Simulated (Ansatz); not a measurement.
# Sn wire along [100], 25 atoms a period, H-terminated: bands by functional

Wanted: the relaxed geometry and the bands of the Sn wire along [100], 25 atoms a period, H-terminated.

Calculated with Ansatz 0.2.0; DFT PBE, plane waves, PAW; relaxation of a wire's period; PAW set soft_1, in the first sound run; inputs show where later runs differ.

## 1. Set-up

The cell holds 45 atoms: 25 Sn and 20 H. Cell: a = 22.121 Å, b = 22.121 Å, c = 6.650 Å, α = 90.0°, β = 90.0°, γ = 90.0°. Vacuum lies along a and b. The structure's axis is c.

## 2. The relaxed wire

Band widths follow the bond lengths, so the wire is relaxed first. The atoms and the third cell vector are free; the box across stays fixed as vacuum. A Fermi-Dirac smearing is set since the result may be a metal. The pressure printed is a third of the stress's trace over the whole box, vacuum included; only the stress along the axis is relaxed.

The input, input.yaml:

```yaml
crystal:
  lattice:
    - [22.121, 0.0, 0.0]
    - [0.0, 22.121, 0.0]
    - [0.0, 0.0, 6.65]
  atoms:
    - { symbol: Sn, position: [0.349684145, 0.499993805, 0.0] }
    - { symbol: Sn, position: [0.499993805, 0.349684145, 0.0] }
    - { symbol: Sn, position: [0.499993805, 0.650303466, 0.0] }
    - { symbol: Sn, position: [0.650303466, 0.499993805, 0.0] }
    - { symbol: H, position: [0.228854934, 0.379164595, 0.098065719] }
    - { symbol: H, position: [0.379164595, 0.228854934, 0.098065719] }
    - { symbol: H, position: [0.620823016, 0.771132677, 0.098065719] }
    - { symbol: H, position: [0.771132677, 0.620823016, 0.098065719] }
    - { symbol: Sn, position: [0.274529315, 0.424838975, 0.25] }
    - { symbol: Sn, position: [0.424838975, 0.274529315, 0.25] }
    - { symbol: Sn, position: [0.424838975, 0.575148636, 0.25] }
    - { symbol: Sn, position: [0.575148636, 0.424838975, 0.25] }
    - { symbol: Sn, position: [0.575148636, 0.725458296, 0.25] }
    - { symbol: Sn, position: [0.725458296, 0.575148636, 0.25] }
    - { symbol: H, position: [0.153700104, 0.545668186, 0.348065719] }
    - { symbol: H, position: [0.304009764, 0.695977846, 0.348065719] }
    - { symbol: H, position: [0.454319425, 0.846287507, 0.348065719] }
    - { symbol: H, position: [0.545668186, 0.153700104, 0.348065719] }
    - { symbol: H, position: [0.695977846, 0.304009764, 0.348065719] }
    - { symbol: H, position: [0.846287507, 0.454319425, 0.348065719] }
    - { symbol: Sn, position: [0.199374484, 0.499993805, 0.5] }
    - { symbol: Sn, position: [0.349684145, 0.349684145, 0.5] }
    - { symbol: Sn, position: [0.349684145, 0.650303466, 0.5] }
    - { symbol: Sn, position: [0.499993805, 0.199374484, 0.5] }
    - { symbol: Sn, position: [0.499993805, 0.499993805, 0.5] }
    - { symbol: Sn, position: [0.499993805, 0.800613126, 0.5] }
    - { symbol: Sn, position: [0.650303466, 0.349684145, 0.5] }
    - { symbol: Sn, position: [0.650303466, 0.650303466, 0.5] }
    - { symbol: Sn, position: [0.800613126, 0.499993805, 0.5] }
    - { symbol: H, position: [0.153700104, 0.454319425, 0.651934281] }
    - { symbol: H, position: [0.304009764, 0.304009764, 0.651934281] }
    - { symbol: H, position: [0.454319425, 0.153700104, 0.651934281] }
    - { symbol: H, position: [0.545668186, 0.846287507, 0.651934281] }
    - { symbol: H, position: [0.695977846, 0.695977846, 0.651934281] }
    - { symbol: H, position: [0.846287507, 0.545668186, 0.651934281] }
    - { symbol: Sn, position: [0.274529315, 0.575148636, 0.75] }
    - { symbol: Sn, position: [0.424838975, 0.424838975, 0.75] }
    - { symbol: Sn, position: [0.424838975, 0.725458296, 0.75] }
    - { symbol: Sn, position: [0.575148636, 0.274529315, 0.75] }
    - { symbol: Sn, position: [0.575148636, 0.575148636, 0.75] }
    - { symbol: Sn, position: [0.725458296, 0.424838975, 0.75] }
    - { symbol: H, position: [0.228854934, 0.620823016, 0.901934281] }
    - { symbol: H, position: [0.379164595, 0.771132677, 0.901934281] }
    - { symbol: H, position: [0.620823016, 0.228854934, 0.901934281] }
    - { symbol: H, position: [0.771132677, 0.379164595, 0.901934281] }
kpoints:
  mp_grid: { grid: [1, 1, 13] }
scf:
  occupations: { method: fermi_dirac, width: 0.05 }
hamiltonian:
  xc: pbe
  pseudopotentials: { kind: paw, azcp: { folder: soft_1 } }
relax:
  cell: { fix: [a, b, alpha, beta, gamma] }
  max_steps: 45
  f_tol: 0.03
```

Started as:

```sh
ansatz run input.yaml --threads 4 --pin off --max-ram 16384MiB --backend cpu --events-out ev --progress --plain --runs-dir out
```

Numbers of over 12 decimals in the logs are rounded to 6 here.

Log:

```text
Engine: ansatz 0.2.0, x86_64-unknown-linux-gnu
Pseudopotentials: kind: paw
Pseudopotential: Sn, paw, valence charge 14, recommended cutoff 420 eV (normal), soft_1/Sn.paw.azcp
Pseudopotential: H, paw, valence charge 1, recommended cutoff 420 eV (normal), soft_1/H.paw.azcp
Functional definition: PBE
  parameter kappa = 0.804
  parameter beta = 0.066725
  exchange = pbe_x(kappa = kappa, mu = beta*pi^2/3)
  correlation = pbe_c(beta = beta)
Crystal: 45 atoms, lattice volume = 3254.102 Å³
Basis set: ecut = 420 eV, 63583 PW (Γ), exchange–correlation on 300×300×90 points (8 copies of the dense FFT grid, shifted against one another)
Bands: 230, of which v1, the nominal top of the filled ones, is band 185 counted from 1 (184 counted from 0)
Symmetry: 8 space group operations
Space group: P-42m (ITA 111), of the structure as read, at distance tolerance 1.5e-4 Å
k-points: 7 of 13
Non-local potential: Sn, projectors of the file, l = 0: 2, l = 1: 2, l = 2: 2, l = 3: 1
Non-local potential: H, projectors of the file, l = 0: 2, l = 1: 1
PAW form: soft (Blöchl's): semilocal exchange-correlation on the pseudo side does not see the compensation charge
PAW one-centre angular grid: Sn, 590 points (default); XC on 64 Gauss nodes
PAW one-centre angular grid: H, 110 points (default); XC on 64 Gauss nodes
Initial density: superposition of atomic densities (neutral atoms: chi_scale 0, normalization atom)
Initial wavefunctions: pseudopotential atomic-orbital guess
Functional: x = pbe(κ = 0.804, μ = 0.219515), c = pbe(β = 0.066725)
SCF iter   1: F=—  HF=-150921.481795 eV  |F-HF|=—  |Δ(HF+E_count)|=         —  Δρ=2.46e-2  dr2=2.08e1  ethr=3.10e-3  ⟨swp⟩=6.9  Hψ=7221  notcnv=0  defer=69
preconditioner: auto → Resta (q_TF=auto, 1.899 Å⁻¹)  ε∞=1.9  [insulator: Δε(μ)=1.237 eV  Ē_g=7.703 eV  σ=0.050 eV  W_gap=1.00  n_scr=340 (ndim 8)  ℏωp=7.1 eV  f_vac=0.597  D(μ)=0.00/eV (n_scr^D=0)  ε∞_Penn≈1.9  vacuum switching on, ρ_ref=4.3e-3 e/Å³]
SCF iter   2: F=—  HF=-150916.733554 eV  |F-HF|=—  |Δ(HF+E_count)|=    4.75e0  Δρ=9.23e-3  dr2=4.82e0  ethr=3.10e-3  ⟨swp⟩=3.3  Hψ=2317  notcnv=0  defer=242
SCF iter   3: F=—  HF=-150916.238474 eV  |F-HF|=—  |Δ(HF+E_count)|=   4.95e-1  Δρ=4.40e-3  dr2=3.38e0  ethr=1.30e-3  ⟨swp⟩=3.6  Hψ=2220  notcnv=0  defer=242
SCF iter   4: F=—  HF=-150915.773870 eV  |F-HF|=—  |Δ(HF+E_count)|=   4.65e-1  Δρ=1.35e-3  dr2=1.97e-1  ethr=9.14e-4  ⟨swp⟩=3.9  Hψ=2367  notcnv=0  defer=239
SCF iter   5: F=—  HF=-150915.768046 eV  |F-HF|=—  |Δ(HF+E_count)|=   5.82e-3  Δρ=5.13e-4  dr2=9.13e-3  ethr=5.31e-5  ⟨swp⟩=2.0  Hψ=1880  notcnv=0  defer=241
SCF iter   6: F=—  HF=-150915.774064 eV  |F-HF|=—  |Δ(HF+E_count)|=   6.02e-3  Δρ=1.64e-4  dr2=1.07e-3  ethr=2.47e-6  ⟨swp⟩=2.0  Hψ=1789  notcnv=0  defer=241
SCF iter   7: F=—  HF=-150915.775086 eV  |F-HF|=—  |Δ(HF+E_count)|=   1.02e-3  Δρ=4.36e-5  dr2=1.74e-4  ethr=2.90e-7  ⟨swp⟩=2.0  Hψ=1789  notcnv=0  defer=241
SCF iter   8: F=—  HF=-150915.775136 eV  |F-HF|=—  |Δ(HF+E_count)|=   5.00e-5  Δρ=1.30e-5  dr2=6.55e-6  ethr=4.71e-8  ⟨swp⟩=2.0  Hψ=1789  notcnv=0  defer=241
SCF iter   9: F=—  HF=-150915.774989 eV  |F-HF|=—  |Δ(HF+E_count)|=   1.47e-4  Δρ=3.68e-6  dr2=5.78e-7  ethr=1.77e-9  ⟨swp⟩=2.6  Hψ=2607  notcnv=0  defer=241
SCF iter  10: F=-150915.774990 eV  HF=-150915.774990 eV  |F-HF|=9.58e-9  |Δ(HF+E_count)|=   1.35e-6  Δρ=1.05e-6  dr2=7.22e-8  ethr=2.70e-11  ⟨swp⟩=5.4  Hψ=5945  notcnv=0
SCF 1 converged in 10 iterations: F = -150915.774990 eV  dr2 = 7.22e-8
  greatest PAW one-centre occupation: 0.991 electrons in one spin orbital (limit 2), on the Sn atom at site 28 (counted from 0), in its partial waves of l = 2
relax step   1: F+E_penalty+E_count = -150915.77498996 eV  Δ(F+E_penalty+E_count) = +0.000e0 eV  max|allowed force component| = 1.804e-1 eV/Å  Δτ_max = 0.0000 Å  P = -0.345 GPa  Ω = 3254.102 Å³  fix = [a, b, alpha, beta, gamma]  reactions: a -0.343, b -0.343 GPa  (10 SCF iters, dr2 threshold 1.00e-7 eV, accepted)
Crystal: 45 atoms, lattice volume = 3215.406 Å³
Basis set: ecut = 420 eV, 62773 PW (Γ), exchange–correlation on 300×300×90 points (8 copies of the dense FFT grid, shifted against one another)
Initial density: handed on by an earlier stage of this run
Initial wavefunctions: those handed on with the density
iter 1 solved again at ethr=2.90e-4 eV; its pass at ethr=3.10e-3 eV (dr2=1.07e0 eV) is discarded
SCF iter   1: F=—  HF=-150915.071395 eV  |F-HF|=—  |Δ(HF+E_count)|=         —  Δρ=6.78e-3  dr2=1.07e0  ethr=2.90e-4  ⟨swp⟩=6.6  Hψ=8640  notcnv=0
preconditioner: auto → Resta (q_TF=auto, 1.903 Å⁻¹)  ε∞=1.4  [insulator: Δε(μ)=1.876 eV  Ē_g=19.054 eV  σ=0.050 eV  W_gap=1.00  n_scr=338 (ndim 8)  ℏωp=12.6 eV  f_vac=0.650  D(μ)=0.00/eV (n_scr^D=0)  ε∞_Penn≈1.4  vacuum switching on, ρ_ref=2.6e-2 e/Å³]
SCF iter   2: F=—  HF=-150914.950505 eV  |F-HF|=—  |Δ(HF+E_count)|=   1.21e-1  Δρ=3.17e-3  dr2=3.14e-1  ethr=2.89e-4  ⟨swp⟩=5.0  Hψ=3111  notcnv=0  defer=55
SCF iter   3: F=—  HF=-150915.003571 eV  |F-HF|=—  |Δ(HF+E_count)|=   5.31e-2  Δρ=1.75e-3  dr2=5.84e-1  ethr=8.49e-5  ⟨swp⟩=4.7  Hψ=3380  notcnv=0  defer=229
SCF iter   4: F=—  HF=-150914.921708 eV  |F-HF|=—  |Δ(HF+E_count)|=   8.19e-2  Δρ=3.23e-4  dr2=4.08e-3  ethr=8.49e-5  ⟨swp⟩=3.4  Hψ=1870  notcnv=0  defer=240
SCF iter   5: F=—  HF=-150914.922050 eV  |F-HF|=—  |Δ(HF+E_count)|=   3.42e-4  Δρ=9.87e-5  dr2=5.23e-4  ethr=1.10e-6  ⟨swp⟩=2.4  Hψ=3058  notcnv=0  defer=240
SCF iter   6: F=—  HF=-150914.921950 eV  |F-HF|=—  |Δ(HF+E_count)|=   9.97e-5  Δρ=4.05e-5  dr2=4.65e-5  ethr=1.41e-7  ⟨swp⟩=2.0  Hψ=1755  notcnv=0  defer=240
SCF iter   7: F=—  HF=-150914.921976 eV  |F-HF|=—  |Δ(HF+E_count)|=   2.62e-5  Δρ=9.42e-6  dr2=4.47e-6  ethr=1.26e-8  ⟨swp⟩=2.0  Hψ=1866  notcnv=0  defer=240
SCF iter   8: F=-150914.921977 eV  HF=-150914.921977 eV  |F-HF|=8.77e-8  |Δ(HF+E_count)|=   8.90e-7  Δρ=3.58e-6  dr2=5.47e-7  ethr=5.50e-10  ⟨swp⟩=5.3  Hψ=5101  notcnv=0
SCF 2 converged in 8 iterations: F = -150914.921977 eV  dr2 = 5.47e-7
  greatest PAW one-centre occupation: 0.990 electrons in one spin orbital (limit 2), on the Sn atom at site 24 (counted from 0), in its partial waves of l = 2
relax step   2: F+E_penalty+E_count = -150914.92197700 eV  Δ(F+E_penalty+E_count) = +8.530e-1 eV  max|allowed force component| = 1.158e0 eV/Å  Δτ_max = 0.1947 Å  P = +0.573 GPa  Ω = 3215.406 Å³  energy of the carried Pulay correction = +2.700e-3 eV  fix = [a, b, alpha, beta, gamma]  (8 SCF iters, dr2 threshold 2.03e-6 eV, rejected (line search))
Crystal: 45 atoms, lattice volume = 3242.736 Å³
[...]
SCF 5 converged in 6 iterations: F = -150915.919991 eV  dr2 = 1.32e-10
relax step   5: F+E_penalty+E_count = -150915.91999135 eV  Δ(F+E_penalty+E_count) = +9.708e-4 eV  max|allowed force component| = 2.639e-2 eV/Å  Δτ_max = 0.0000 Å  P = -0.015 GPa  Ω = 3241.270 Å³  fix = [a, b, alpha, beta, gamma]  reactions: a -0.013, b -0.013 GPa  stress off target by 2.03e-2 GPa on what of the cell is left free  SCF on the basis re-selected at this cell (its energy is not comparable with the rows above)  (6 SCF iters)
basis re-selected at this cell: Δ(F+E_penalty+E_count) = +9.708e-4 eV, ΔP = -0.000 GPa vs the last step (what re-selecting the basis moved, of the pressure what is left beyond the Pulay correction that the steps carried, after the strain that the cell walked since its last selection, with what the two solves' SCF thresholds leave and, on support functions, any second-order correction that the steps lacked; it is no m [...]
SCF converged after 6 iterations
Free energy (F): -150915.919991 eV
Harris-Foulkes:  -150915.919991 eV  (|F-HF|=2.04e-10)
Internal energy: -150915.919991 eV  (E = F + TS)
E sigma→0 (E₀):  -150915.919991 eV
Entropy (-TS):   -0.000000 eV (-0.000 meV/atom)
Fermi energy:    -1.101238 eV
--- Per-component energies (eV) ---
  E_band       = -6292.836359
  E_kinetic    = 4444.857649
  E_local      = -196959.193629  (includes V_loc(G=0)·N_el)
  E_nonlocal   = 3633.117839
  E_hartree    = 96463.850654
  E_xc         = -3295.873061
  E_vxc        = -2198.937381  (∫ρ·V_xc dr)
  E_paw        = -109269.409663  (= ΣΔE_a)
  E_vpaw       = -8140.372375  (= ΣTr[D̂ρ^β])
  E_aug_tail   = -0.010433  (compensation charges beyond the density's cutoff)
  E_ewald      = 54066.740653
  E_smearing   = -0.000000  (= −TS)
  E_closure    = -0.000000  (closes the sum)
  Σ components = -150915.919991   (vs F -150915.919991, Δ=0.00e0)
--- Forces (eV/Å), atoms counted from 1 ---
  atom   1  Sn    -0.00112124     0.00000000    -0.00000000
  atom   2  Sn     0.00000000    -0.00112124     0.00000000
  atom   3  Sn    -0.00000000     0.00112124     0.00000000
  atom   4  Sn     0.00112124    -0.00000000     0.00000000
  atom   5  H     -0.00167931    -0.00084940     0.00175315
  atom   6  H     -0.00084940    -0.00167931     0.00175315
  atom   7  H      0.00084940     0.00167931     0.00175315
  atom   8  H      0.00167931     0.00084940     0.00175315
  atom   9  Sn     0.01783384     0.01211393    -0.02358632
  atom  10  Sn     0.01211393     0.01783384    -0.02358632
  atom  11  Sn    -0.00187330     0.00187330    -0.00102711
  atom  12  Sn     0.00187330    -0.00187330    -0.00102711
  atom  13  Sn    -0.01211393    -0.01783384    -0.02358632
  atom  14  Sn    -0.01783384    -0.01211393    -0.02358632
  atom  15  H     -0.00429329     0.00831718    -0.00427167
  atom  16  H     -0.00135282     0.00135282     0.00343492
  atom  17  H     -0.00831718     0.00429329    -0.00427167
  atom  18  H      0.00831718    -0.00429329    -0.00427167
  atom  19  H      0.00135282    -0.00135282     0.00343492
  atom  20  H      0.00429329    -0.00831718    -0.00427167
  atom  21  Sn    -0.00940342     0.00000000    -0.00000000
  atom  22  Sn     0.01528382     0.01528382     0.02639248
  atom  23  Sn     0.01528382    -0.01528382    -0.02639248
  atom  24  Sn     0.00000000    -0.00940342     0.00000000
  atom  25  Sn    -0.00000000     0.00000000     0.00000000
  atom  26  Sn    -0.00000000     0.00940342     0.00000000
  atom  27  Sn    -0.01528382     0.01528382    -0.02639248
  atom  28  Sn    -0.01528382    -0.01528382     0.02639248
  atom  29  Sn     0.00940342    -0.00000000     0.00000000
  atom  30  H     -0.00429329    -0.00831718     0.00427167
  atom  31  H     -0.00135282    -0.00135282    -0.00343492
  atom  32  H     -0.00831718    -0.00429329     0.00427167
  atom  33  H      0.00831718     0.00429329     0.00427167
  atom  34  H      0.00135282     0.00135282    -0.00343492
  atom  35  H      0.00429329     0.00831718     0.00427167
  atom  36  Sn     0.01783384    -0.01211393     0.02358632
  atom  37  Sn    -0.00187330    -0.00187330     0.00102711
  atom  38  Sn     0.01211393    -0.01783384     0.02358632
  atom  39  Sn    -0.01211393     0.01783384     0.02358632
  atom  40  Sn     0.00187330     0.00187330     0.00102711
  atom  41  Sn    -0.01783384     0.01211393     0.02358632
  atom  42  H     -0.00167931     0.00084940    -0.00175315
  atom  43  H     -0.00084940     0.00167931    -0.00175315
  atom  44  H      0.00084940    -0.00167931    -0.00175315
  atom  45  H      0.00167931    -0.00084940    -0.00175315
  max |Σ_I F_I| component: 2.39e-18 eV/Å
--- Stress (GPa, compression-positive) ---
       -0.012687       0.000000      -0.000000
        0.000000      -0.012687       0.000000
       -0.000000       0.000000      -0.020277
  P = ⅓ Tr σ = -0.0152 GPa (-0.152 kbar)
--- Relaxed structure (4 steps of the walk, 3 accepted, 1 SCFs on fresh bases) ---
  F+E_penalty+E_count = -150915.91999135 eV   max|allowed force component| = 2.639e-2 eV/Å   (the final SCF, on the basis selected at the relaxed cell)
  cell:  # Å, volume = 3241.2696 Å³
    - [22.121, 0, 0]
    - [0, 22.121, 0]
    - [0, 0, 6.623776]
  atoms:
    - { symbol: Sn, position: [0.350176, 0.500000, -1.3401159404338983e-19] }
    - { symbol: Sn, position: [0.500000, 0.350176, 0] }
    - { symbol: Sn, position: [0.500000, 0.649824, 0] }
    - { symbol: Sn, position: [0.649824, 0.500000, 0] }
    - { symbol: H, position: [0.231022, 0.380944, 0.101092] }
    - { symbol: H, position: [0.380944, 0.231022, 0.101092] }
    - { symbol: H, position: [0.619056, 0.768978, 0.101092] }
    - { symbol: H, position: [0.768978, 0.619056, 0.101092] }
    - { symbol: Sn, position: [0.276208, 0.426373, 0.253817] }
    - { symbol: Sn, position: [0.426373, 0.276208, 0.253817] }
    - { symbol: Sn, position: [0.425106, 0.574894, 0.249645] }
    - { symbol: Sn, position: [0.574894, 0.425106, 0.249645] }
    - { symbol: Sn, position: [0.573627, 0.723792, 0.253817] }
    - { symbol: Sn, position: [0.723792, 0.573627, 0.253817] }
    - { symbol: H, position: [0.155272, 0.544316, 0.351071] }
    - { symbol: H, position: [0.306128, 0.693872, 0.352004] }
    - { symbol: H, position: [0.455684, 0.844728, 0.351071] }
    - { symbol: H, position: [0.544316, 0.155272, 0.351071] }
    - { symbol: H, position: [0.693872, 0.306128, 0.352004] }
    - { symbol: H, position: [0.844728, 0.455684, 0.351071] }
    - { symbol: Sn, position: [0.201937, 0.500000, 0.500000] }
    - { symbol: Sn, position: [0.351445, 0.351445, 0.494930] }
    - { symbol: Sn, position: [0.351445, 0.648555, 0.505070] }
    - { symbol: Sn, position: [0.500000, 0.201937, 0.500000] }
    - { symbol: Sn, position: [0.500000, 0.500000, 0.500000] }
    - { symbol: Sn, position: [0.500000, 0.798063, 0.500000] }
    - { symbol: Sn, position: [0.648555, 0.351445, 0.505070] }
    - { symbol: Sn, position: [0.648555, 0.648555, 0.494930] }
    - { symbol: Sn, position: [0.798063, 0.500000, 0.500000] }
    - { symbol: H, position: [0.155272, 0.455684, 0.648929] }
    - { symbol: H, position: [0.306128, 0.306128, 0.647996] }
    - { symbol: H, position: [0.455684, 0.155272, 0.648929] }
    - { symbol: H, position: [0.544316, 0.844728, 0.648929] }
    - { symbol: H, position: [0.693872, 0.693872, 0.647996] }
    - { symbol: H, position: [0.844728, 0.544316, 0.648929] }
    - { symbol: Sn, position: [0.276208, 0.573627, 0.746183] }
    - { symbol: Sn, position: [0.425106, 0.425106, 0.750355] }
    - { symbol: Sn, position: [0.426373, 0.723792, 0.746183] }
    - { symbol: Sn, position: [0.573627, 0.276208, 0.746183] }
    - { symbol: Sn, position: [0.574894, 0.574894, 0.750355] }
    - { symbol: Sn, position: [0.723792, 0.426373, 0.746183] }
    - { symbol: H, position: [0.231022, 0.619056, 0.898908] }
    - { symbol: H, position: [0.380944, 0.768978, 0.898908] }
    - { symbol: H, position: [0.619056, 0.231022, 0.898908] }
    - { symbol: H, position: [0.768978, 0.380944, 0.898908] }
```

Wall time 21 min (4 threads of Intel Xeon Platinum 8259CL at 2.50GHz (Skylake/Cascade Lake), shared host); peak memory 12 GiB.

The steps of the relaxation:

```tsv
step	energy less that of the first step (eV)	largest force component (eV/Å)	pressure (GPa)	volume (Å³)
1	0.0000	0.1804	-0.35	3254.10
2	0.8530	1.1576	0.57	3215.41
3	-0.1384	0.0865	-0.07	3242.74
4	-0.1460	0.0264	-0.02	3241.27
5*	-0.1450	0.0264	-0.02	3241.27
```

Relaxation steps marked * repeat the geometry before them on a plane-wave basis chosen anew for their cell, so energy and pressure can jump there. Relaxation step 2 was tried and not accepted.

The run keeps the 8 symmetry operations that it works with, so distortions that break them were not tested.

```tsv
cell as run	before	after	change
c (Å)	6.650	6.624	-0.4 %
```

The atoms that moved most (Å, along periodic axes as changes of fractional coordinates times the final cell, across vacuum about the mean position):

```tsv
atom	dx	dy	dz	length
H31	0.047	0.047	-0.026	0.071
H16	0.047	-0.047	0.026	0.071
H19	-0.047	0.047	0.026	0.071
H34	-0.047	-0.047	-0.026	0.071
H8	-0.048	-0.039	0.020	0.065
H7	-0.039	-0.048	0.020	0.065
H43	0.039	-0.048	-0.020	0.065
H45	-0.048	0.039	-0.020	0.065
```

Numbers from this step:

```yaml
cell_length_along_the_wire: 6.624 Å
```

The cell's length comes to 6.624 Å with spin left out.

(Part 1 of 2 ends here.)

[Logs are printed without paths, hosts, clocks, repeated set-up lines and the standing remarks that a program may print on its own settings, such as how far it seeks lower states.]

[Hosts, paths, dates, database ids (printed as entryN), source tags and the programs' standing remarks are cut or masked in the printed files.]
